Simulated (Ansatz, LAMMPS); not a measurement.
**Amorphous 62TiO2-38Al2O3 (mol %) (90 atoms): geometry optimisation**

Wanted: the relaxed structure of amorphous 62TiO2-38Al2O3 (mol %) (90 atoms) and its electronic structure.

Calculated with Ansatz 0.2.0; Kohn-Sham DFT, PBE, PAW (set soft_2), plane waves.

## 1. Starting point

The cell holds 90 atoms: 15 Ti, 18 Al and 57 O. Its edges and angles: a = 10.196 Å, b = 10.196 Å, c = 10.196 Å, α = 90.0°, β = 90.0°, γ = 90.0°. 90 atoms (15 Ti, 18 Al, 57 O) placed at random at 3.31 g/cm³, melted at 5000 K for 10 ps at fixed volume with the Morse and Coulomb pair potential with partial charges (Pedone, Malavasi, Menziani, Cormack and Segre, J. Phys. Chem. B 110, 11780 (2006)). Quenched from 5000 K to 300 K at 50 K/ps and fixed volume, held 5 ps, then minimised at fixed cell.

Limits known from the start: The quench rate of 50 K/ps is orders of magnitude faster than experiment, which tends to freeze in extra defects. The network of bonds at the start is that of the classical potential that made the cell. Only the Γ point is sampled in the main run, in a cell whose shortest periodic width is 10 Å.

## 2. How the cell was made

A classical potential supplies the starting structure, since it reaches far longer times than DFT.

This step: classical MD, Morse and Coulomb pair potential with partial charges (Pedone, Malavasi, Menziani, Cormack and Segre, J. Phys. Chem. B 110, 11780 (2006)) (LAMMPS 22 Jul 2025 - Update 4).

Input file in.lmp:

```
# melt-quench of Ti15Al18O57
units metal
atom_style charge
boundary p p p
region box block 0 10.1960 0 10.1960 0 10.1960
create_box 3 box
mass 1 47.8670   # Ti
mass 2 26.9815   # Al
mass 3 15.9990   # O
create_atoms 1 random 15 41526 NULL overlap 1.5 maxtry 2000
create_atoms 2 random 18 41533 NULL overlap 1.5 maxtry 2000
create_atoms 3 random 57 41540 NULL overlap 1.5 maxtry 2000
pair_style hybrid/overlay pedone 5.5 coul/long 8.0
pair_coeff * * coul/long
pair_coeff 1 3 pedone 0.024235 2.254703 2.708943 1   # Ti-O
pair_coeff 2 3 pedone 0.361581 1.900442 2.164818 0.9   # Al-O
pair_coeff 3 3 pedone 0.042395 1.379316 3.618701 22   # O-O
set type 1 charge 2.4
set type 2 charge 1.8
set type 3 charge -1.2
kspace_style pppm 1.0e-4
neigh_modify delay 0 every 1 check yes
thermo_style custom step time temp pe press density
thermo_modify norm yes
timestep 0.002
thermo 100
min_style cg
minimize 1e-4 1e-4 200 2000
reset_timestep 0
velocity all create 5000 41527 mom yes dist gaussian
fix lim all nve/limit 0.05
fix lan all langevin 5000 5000 0.2 41528 zero yes
thermo 500
run 1000 post no
# [... 10 lines left out ...]
thermo 1250
fix md all nvt temp 300 300 0.2
run 2500 post no
unfix md
thermo 100
min_style cg
minimize 0 1e-3 2000 20000
write_dump all custom glass.dump id type xs ys zs modify sort id
```

Launch:

```
lmp -in in.lmp -log none -nocite
```

Numbers of over 12 decimals in the logs are rounded to 6 here.

Log:

```text
LAMMPS (22 Jul 2025 - Update 4)
Created orthogonal box = (0 0 0) to (10.196 10.196 10.196)
Created 15 atoms
Created 18 atoms
Created 57 atoms
PPPM initialization ...
  G vector (1/distance) = 0.38849487
  grid = 12 12 12
  estimated relative force accuracy = 4.6846891e-05
   Step          Time           Temp          PotEng         Press         Density
         0   0              0             -1.4585488      882316.79      3.3143336
        76   0.152          0             -14.447845     -8028.4662      3.3143336
Loop time of 0.0610746 s on 1 MPI rank(s) for 76 steps with 90 atoms
Minimization stats:
  Stopping criterion = energy tolerance
[... 36 lines left out ...]
     55000   110            313.78072     -14.494423     -25183.139      3.3143336
     55500   111            267.20533     -14.495662     -34761.676      3.3143336
Loop time of 1.16226 s on 1 MPI rank(s) for 2500 steps with 90 atoms
   Step          Time           Temp          PotEng         Press         Density
     55500   111            267.20533     -14.495662     -34761.676      3.3143336
     55513   111.026        267.20533     -14.537182     -37206.317      3.3143336
Loop time of 0.0348032 s on 1 MPI rank(s) for 13 steps with 90 atoms
Minimization stats:
  Stopping criterion = linesearch alpha is zero
  Energy initial, next-to-last, final =
     -14.4956617782448  -14.5371815945326  -14.5371815945326
  Force two-norm initial, final = 11.610343 0.5177896
  Iterations, force evaluations = 13 61
```

Elapsed: 28 s, on 1 thread of AMD EPYC 7B13 (Zen 3), shared host; peak memory 0.073 GiB.

## 3. Single point at the start

A single point comes first, to see the forces before anything moves.

Input file input.yaml:

```yaml
crystal:
  lattice:
    - [10.196, 0.0, 0.0]
    - [0.0, 10.196, 0.0]
    - [0.0, 0.0, 10.196]
  atoms:
    - { symbol: Ti, position: [0.51013, 0.8794, 0.22534] }
    - { symbol: Ti, position: [0.6794, 0.39859, 0.57568] }
    - { symbol: Ti, position: [0.18587, 0.58179, 0.11274] }
    - { symbol: Ti, position: [0.01264, 0.28949, 0.23402] }
    - { symbol: Ti, position: [0.72266, 0.57617, 0.06499] }
    - { symbol: Ti, position: [0.67733, 0.25427, 0.92449] }
    - { symbol: Ti, position: [0.6918, 0.22412, 0.25644] }
    - { symbol: Ti, position: [0.18789, 0.86335, 0.31085] }
    - { symbol: Ti, position: [0.06146, 0.58488, 0.80534] }
    - { symbol: Ti, position: [0.46313, 0.55111, 0.72786] }
    - { symbol: Ti, position: [0.05847, 0.07085, 0.50137] }
    - { symbol: Ti, position: [0.91388, 0.0214, 0.97646] }
    - { symbol: Ti, position: [0.83942, 0.90542, 0.29497] }
    - { symbol: Ti, position: [0.96204, 0.60807, 0.31857] }
    - { symbol: Ti, position: [0.22495, 0.85763, 0.91549] }
    - { symbol: Al, position: [0.86277, 0.90321, 0.67944] }
    - { symbol: Al, position: [0.17966, 0.82289, 0.62926] }
    - { symbol: Al, position: [0.67589, 0.09276, 0.50697] }
    - { symbol: Al, position: [0.34874, 0.33827, 0.9766] }
    - { symbol: Al, position: [0.03318, 0.38864, 0.56144] }
    - { symbol: Al, position: [0.35435, 0.39018, 0.49144] }
    - { symbol: Al, position: [0.49712, 0.868, 0.65386] }
    - { symbol: Al, position: [0.6837, 0.71597, 0.46179] }
    - { symbol: Al, position: [0.42738, 0.09568, 0.83042] }
    - { symbol: Al, position: [0.19787, 0.1053, 0.04954] }
    - { symbol: Al, position: [0.59617, 0.83466, 0.90529] }
    - { symbol: Al, position: [0.37082, 0.10316, 0.53296] }
    - { symbol: Al, position: [0.74721, 0.6653, 0.75776] }
    - { symbol: Al, position: [0.36033, 0.6766, 0.4588] }
    - { symbol: Al, position: [0.86431, 0.2046, 0.70695] }
    - { symbol: Al, position: [0.40787, 0.19547, 0.25151] }
    - { symbol: Al, position: [0.18937, 0.27112, 0.72935] }
    - { symbol: Al, position: [0.46314, 0.48256, 0.22344] }
    - { symbol: O, position: [0.9097, 0.6436, 0.74947] }
    - { symbol: O, position: [0.71107, 0.69344, 0.92892] }
    - { symbol: O, position: [0.68383, 0.25532, 0.73932] }
    - { symbol: O, position: [0.85461, 0.60232, 0.17529] }
    - { symbol: O, position: [0.07544, 0.42732, 0.73661] }
    - { symbol: O, position: [0.37117, 0.7976, 0.30032] }
    - { symbol: O, position: [0.50813, 0.7281, 0.78462] }
    - { symbol: O, position: [0.10615, 0.70369, 0.24187] }
    - { symbol: O, position: [0.20367, 0.76701, 0.47297] }
    - { symbol: O, position: [0.65987, 0.25472, 0.45558] }
    - { symbol: O, position: [0.69418, 0.54613, 0.46396] }
    - { symbol: O, position: [0.02783, 0.9142, 0.62136] }
    - { symbol: O, position: [0.5479, 0.86326, 0.05857] }
    - { symbol: O, position: [0.32229, 0.00492, 0.93074] }
    - { symbol: O, position: [0.37596, 0.23333, 0.41332] }
    - { symbol: O, position: [0.23028, 0.02659, 0.47068] }
    - { symbol: O, position: [0.37908, 0.52027, 0.37121] }
    - { symbol: O, position: [0.33102, 0.59987, 0.61719] }
    - { symbol: O, position: [0.52707, 0.02103, 0.54438] }
    - { symbol: O, position: [0.0105, 0.9539, 0.36089] }
    - { symbol: O, position: [0.53568, 0.32153, 0.22817] }
    - { symbol: O, position: [0.86702, 0.74769, 0.39065] }
    - { symbol: O, position: [0.86306, 0.34501, 0.60031] }
    - { symbol: O, position: [0.83979, 0.31805, 0.24872] }
    - { symbol: O, position: [0.86568, 0.17073, 0.87795] }
    - { symbol: O, position: [0.71194, 0.42013, 0.98163] }
    - { symbol: O, position: [0.55352, 0.97133, 0.80125] }
    - { symbol: O, position: [0.75877, 0.06234, 0.34581] }
    - { symbol: O, position: [0.33318, 0.47606, 0.10938] }
    - { symbol: O, position: [0.0373, 0.21843, 0.39662] }
    - { symbol: O, position: [0.4936, 0.22769, 0.92458] }
    - { symbol: O, position: [0.49406, 0.05272, 0.25884] }
    - { symbol: O, position: [0.08201, 0.96568, 0.94247] }
    - { symbol: O, position: [0.30626, 0.22076, 0.1258] }
    - { symbol: O, position: [0.38527, 0.45932, 0.85329] }
    - { symbol: O, position: [0.08788, 0.44808, 0.21547] }
    - { symbol: O, position: [0.04803, 0.17332, 0.6571] }
    - { symbol: O, position: [0.00949, 0.51717, 0.45815] }
    - { symbol: O, position: [0.344, 0.16308, 0.69105] }
    - { symbol: O, position: [0.15427, 0.7427, 0.78561] }
    - { symbol: O, position: [0.21588, 0.97951, 0.18175] }
    - { symbol: O, position: [0.51094, 0.74763, 0.5187] }
    - { symbol: O, position: [0.70081, 0.16625, 0.08255] }
    - { symbol: O, position: [0.08002, 0.5595, 0.97364] }
    - { symbol: O, position: [0.03662, 0.17005, 0.10703] }
    - { symbol: O, position: [0.57917, 0.58388, 0.16463] }
    - { symbol: O, position: [0.2605, 0.7323, 0.03011] }
    - { symbol: O, position: [0.83603, 0.91996, 0.84361] }
    - { symbol: O, position: [0.65361, 0.53264, 0.71584] }
    - { symbol: O, position: [0.32682, 0.89372, 0.67847] }
    - { symbol: O, position: [0.65731, 0.83138, 0.31675] }
    - { symbol: O, position: [0.20924, 0.34955, 0.56176] }
    - { symbol: O, position: [0.73481, 0.79461, 0.629] }
    - { symbol: O, position: [0.21719, 0.2507, 0.8958] }
    - { symbol: O, position: [0.8677, 0.93135, 0.1241] }
    - { symbol: O, position: [0.4894, 0.40883, 0.59313] }
    - { symbol: O, position: [0.81294, 0.05949, 0.60556] }
kpoints:
  mp_grid: { grid: [1, 1, 1] }
hamiltonian:
  xc: pbe
scf:
  occupations: { method: fermi_dirac, width: 0.025 }
output:
  forces: true
```

Launch:

```
ansatz run input.yaml --threads 4 --pin off --max-ram 8192MiB --backend cpu --events-out ev --progress --plain --runs-dir out
```

Log:

```text
Engine: ansatz 0.2.0, x86_64-unknown-linux-gnu
Pseudopotentials: kind: paw
Pseudopotential: Ti, paw, valence charge 12, recommended cutoff 420 eV (normal), Ti.paw.azcp
Pseudopotential: Al, paw, valence charge 3, recommended cutoff 420 eV (normal), Al.paw.azcp
Pseudopotential: O, paw, valence charge 6, recommended cutoff 420 eV (normal), O.paw.azcp
[... 5 lines on functional and potentials left out ...]
Crystal: 90 atoms, lattice volume = 1059.960 Å³
Basis set: ecut = 420 eV, 20719 PW (Γ), exchange–correlation on 144×144×144 points (8 copies of the dense FFT grid, shifted against one another)
Bands: 378, of which v1, the nominal top of the filled ones, is band 288 counted from 1 (287 counted from 0)
Symmetry: 1 space group operations
Space group: P1 (ITA 1), of the structure as read, at distance tolerance 1.0e-4 Å
k-points: 1
[... 7 lines on functional and potentials left out ...]
Initial density: superposition of atomic densities (neutral atoms: chi_scale 0, normalization atom), corrected by the library's trained network
Initial wavefunctions: pseudopotential atomic-orbital guess
Functional: x = pbe(κ = 0.804, μ = 0.219515), c = pbe(β = 0.066725)
SCF iter   1: F=—  HF=-79630.645320 eV  |F-HF|=—  |Δ(HF+E_count)|=         —  Δρ=4.17e-3  dr2=2.22e-1  ethr=1.77e-3  ⟨swp⟩=6.0  Hψ=1450  notcnv=0  defer=60
preconditioner: auto → Resta (q_TF=auto, 2.465 Å⁻¹)  ε∞=5.6  [insulator: Δε(μ)=2.609 eV  Ē_g=11.348 eV  σ=0.025 eV  W_gap=1.00  n_scr=250 (ndim 8)  ℏωp=24.4 eV  f_vac=0.064  D(μ)=0.00/eV (n_scr^D=0)  ε∞_Penn≈5.6]
SCF iter   2: F=—  HF=-79630.619559 eV  |F-HF|=—  |Δ(HF+E_count)|=   2.58e-2  Δρ=2.20e-3  dr2=5.09e-2  ethr=3.85e-5  ⟨swp⟩=3.0  Hψ=715  notcnv=0  defer=84
SCF iter   3: F=—  HF=-79630.617608 eV  |F-HF|=—  |Δ(HF+E_count)|=   1.95e-3  Δρ=1.18e-3  dr2=2.24e-2  ethr=8.85e-6  ⟨swp⟩=2.0  Hψ=557  notcnv=0  defer=39
automatic band count: iteration 3 solves 333 bands in place of 378: the levels show a gap, and the empty bands left out lie too high to hold charge; the band table lists the bands solved (type scf.n_extra_bands for more)
SCF iter   4: F=—  HF=-79630.615722 eV  |F-HF|=—  |Δ(HF+E_count)|=   1.89e-3  Δρ=5.80e-4  dr2=5.33e-3  ethr=3.89e-6  ⟨swp⟩=2.0  Hψ=485  notcnv=0  defer=39
SCF iter   5: F=—  HF=-79630.614947 eV  |F-HF|=—  |Δ(HF+E_count)|=   7.76e-4  Δρ=2.69e-4  dr2=8.56e-4  ethr=9.26e-7  ⟨swp⟩=2.0  Hψ=561  notcnv=0  defer=39
SCF iter   6: F=—  HF=-79630.614933 eV  |F-HF|=—  |Δ(HF+E_count)|=   1.33e-5  Δρ=1.29e-4  dr2=1.87e-4  ethr=1.49e-7  ⟨swp⟩=2.0  Hψ=479  notcnv=0  defer=39
SCF iter   7: F=—  HF=-79630.614961 eV  |F-HF|=—  |Δ(HF+E_count)|=   2.73e-5  Δρ=6.17e-5  dr2=4.30e-5  ethr=3.25e-8  ⟨swp⟩=2.0  Hψ=479  notcnv=0  defer=39
SCF iter   8: F=—  HF=-79630.616816 eV  |F-HF|=—  |Δ(HF+E_count)|=   1.86e-3  Δρ=2.83e-5  dr2=9.88e-6  ethr=7.47e-9  ⟨swp⟩=2.0  Hψ=613  notcnv=0  defer=39
SCF iter   9: F=—  HF=-79630.616819 eV  |F-HF|=—  |Δ(HF+E_count)|=   3.14e-6  Δρ=1.53e-5  dr2=2.96e-6  ethr=1.72e-9  ⟨swp⟩=2.0  Hψ=581  notcnv=0  defer=39
SCF iter  10: F=—  HF=-79630.616820 eV  |F-HF|=—  |Δ(HF+E_count)|=   6.74e-7  Δρ=7.36e-6  dr2=7.50e-7  ethr=5.14e-10  ⟨swp⟩=2.0  Hψ=581  notcnv=0  defer=39
SCF iter  11: F=—  HF=-79630.616820 eV  |F-HF|=—  |Δ(HF+E_count)|=   2.05e-7  Δρ=3.57e-6  dr2=1.70e-7  ethr=1.30e-10  ⟨swp⟩=2.0  Hψ=581  notcnv=0  defer=39
SCF iter  12: F=-79630.616820 eV  HF=-79630.616820 eV  |F-HF|=2.55e-8  |Δ(HF+E_count)|=   5.01e-8  Δρ=1.73e-6  dr2=4.04e-8  ethr=1.74e-11  ⟨swp⟩=4.0  Hψ=1001  notcnv=0
SCF 1 converged in 12 iterations: F = -79630.616820 eV  dr2 = 4.04e-8
  greatest PAW one-centre occupation: 0.999 electrons in one spin orbital (limit 2), on the Ti atom at site 1 (counted from 0), in its partial waves of l = 0
SCF converged after 12 iterations
Free energy (F): -79630.616820 eV
Harris-Foulkes:  -79630.616820 eV  (|F-HF|=2.55e-8)
Internal energy: -79630.616820 eV  (E = F + TS)
E sigma→0 (E₀):  -79630.616820 eV
Fermi energy:    7.041694 eV
--- Per-component energies (eV) ---
  E_band       = -4212.165520
  E_kinetic    = 14635.229770
  E_local      = -43128.991812  (includes V_loc(G=0)·N_el)
  E_nonlocal   = 2959.420370
  E_hartree    = 16868.718899
  E_xc         = -6428.632714
  E_vxc        = -7775.664017  (∫ρ·V_xc dr)
  E_paw        = -33127.702686  (= ΣΔE_a)
  E_vpaw       = -4639.736833  (= ΣTr[D̂ρ^β])
  E_aug_tail   = 0.143219  (compensation charges beyond the density's cutoff)
  E_ewald      = -31408.801866
  E_smearing   = -0.000000  (= −TS)
  E_closure    = -0.000000  (closes the sum)
  Σ components = -79630.616820   (vs F -79630.616820, Δ=0.00e0)
--- Forces (eV/Å), atoms counted from 1 ---
  atom   1  Ti     0.24613765     0.87877364     0.12085258
  atom   2  Ti    -0.32425674     1.68969402    -0.35223614
  atom   3  Ti    -0.69305929     0.35310970     0.03441190
  atom   4  Ti     0.01971455    -0.51032186    -0.10484035
  atom   5  Ti    -0.91911764    -0.55450050     0.30398207
  atom   6  Ti     0.53544790     0.64743641    -0.49261350
  atom   7  Ti     0.83825016    -0.59240434    -0.81380789
  atom   8  Ti    -0.19843741     1.36276394    -1.07219104
  atom   9  Ti    -0.08243655     0.73976795    -0.42195588
  atom  10  Ti    -0.51310437    -0.12238658    -0.40405684
  atom  11  Ti     0.74797523    -0.84878052    -0.84761949
  atom  12  Ti    -0.50258222     0.11586940    -1.03947165
  atom  13  Ti     0.29021342     1.07683840    -0.41501227
  atom  14  Ti     0.49925934     0.19890951     0.21095797
[...]
atom  89  O      0.67996826    -0.45145821     0.43322044
  atom  90  O      0.70065535    -0.12600610     0.46123794
  max |Σ_I F_I| component: 1.46e-4 eV/Å
```

Elapsed: 11 s, on 4 threads of AMD EPYC 7B13 (Zen 3), shared host; peak memory 1.5 GiB.

The column dr2 measures how far the density is from self-consistency, as an energy; F and HF (Harris–Foulkes) agree once it is small.

Numbers from this run:

* free energy: -79630.6168 eV
* free energy per atom: -884.7846 eV/atom
* SCF cycles: 12
* r.m.s. force component: 0.6121 eV/Å
* longest force: 1.921 eV/Å
* Fermi energy: 7.042 eV

The r.m.s. force component of 0.61 eV/Å sets the starting point.

Neighbours are counted within 2.27 Å (O-Al), 2.64 Å (O-Ti).

Length of the force by element and coordination:

| element | coordination | atoms | mean length of the force (eV/Å) | spread | least | most |
| --- | --- | --- | --- | --- | --- | --- |
| Al | all | 18 | 0.935 | 0.327 | 0.381 | 1.60 |
| Al | 4 | 11 | 1.06 | 0.318 | 0.576 | 1.60 |
| Al | 5 | 6 | 0.778 | 0.243 | 0.381 | 1.20 |
| Al | 6 | 1 | 0.547 | 0 | 0.547 | 0.547 |
| O | all | 57 | 0.964 | 0.433 | 0.271 | 1.92 |
| O | 2 | 19 | 0.917 | 0.406 | 0.409 | 1.92 |
| O | 3 | 38 | 0.988 | 0.444 | 0.271 | 1.91 |
| Ti | all | 15 | 1.09 | 0.370 | 0.521 | 1.76 |
| Ti | 4 | 5 | 0.948 | 0.269 | 0.521 | 1.33 |
| Ti | 5 | 8 | 1.01 | 0.289 | 0.577 | 1.41 |
| Ti | 6 | 2 | 1.75 | 0.0055 | 1.75 | 1.76 |

[end of part 1 of 4]

[Logs are printed without paths, hosts, clocks, repeated set-up lines and the standing remarks that a program may print on its own settings, such as how far it seeks lower states.]

[Hosts, paths, dates, database ids (printed as entryN), source tags and the programs' standing remarks are cut or masked in the printed files.]
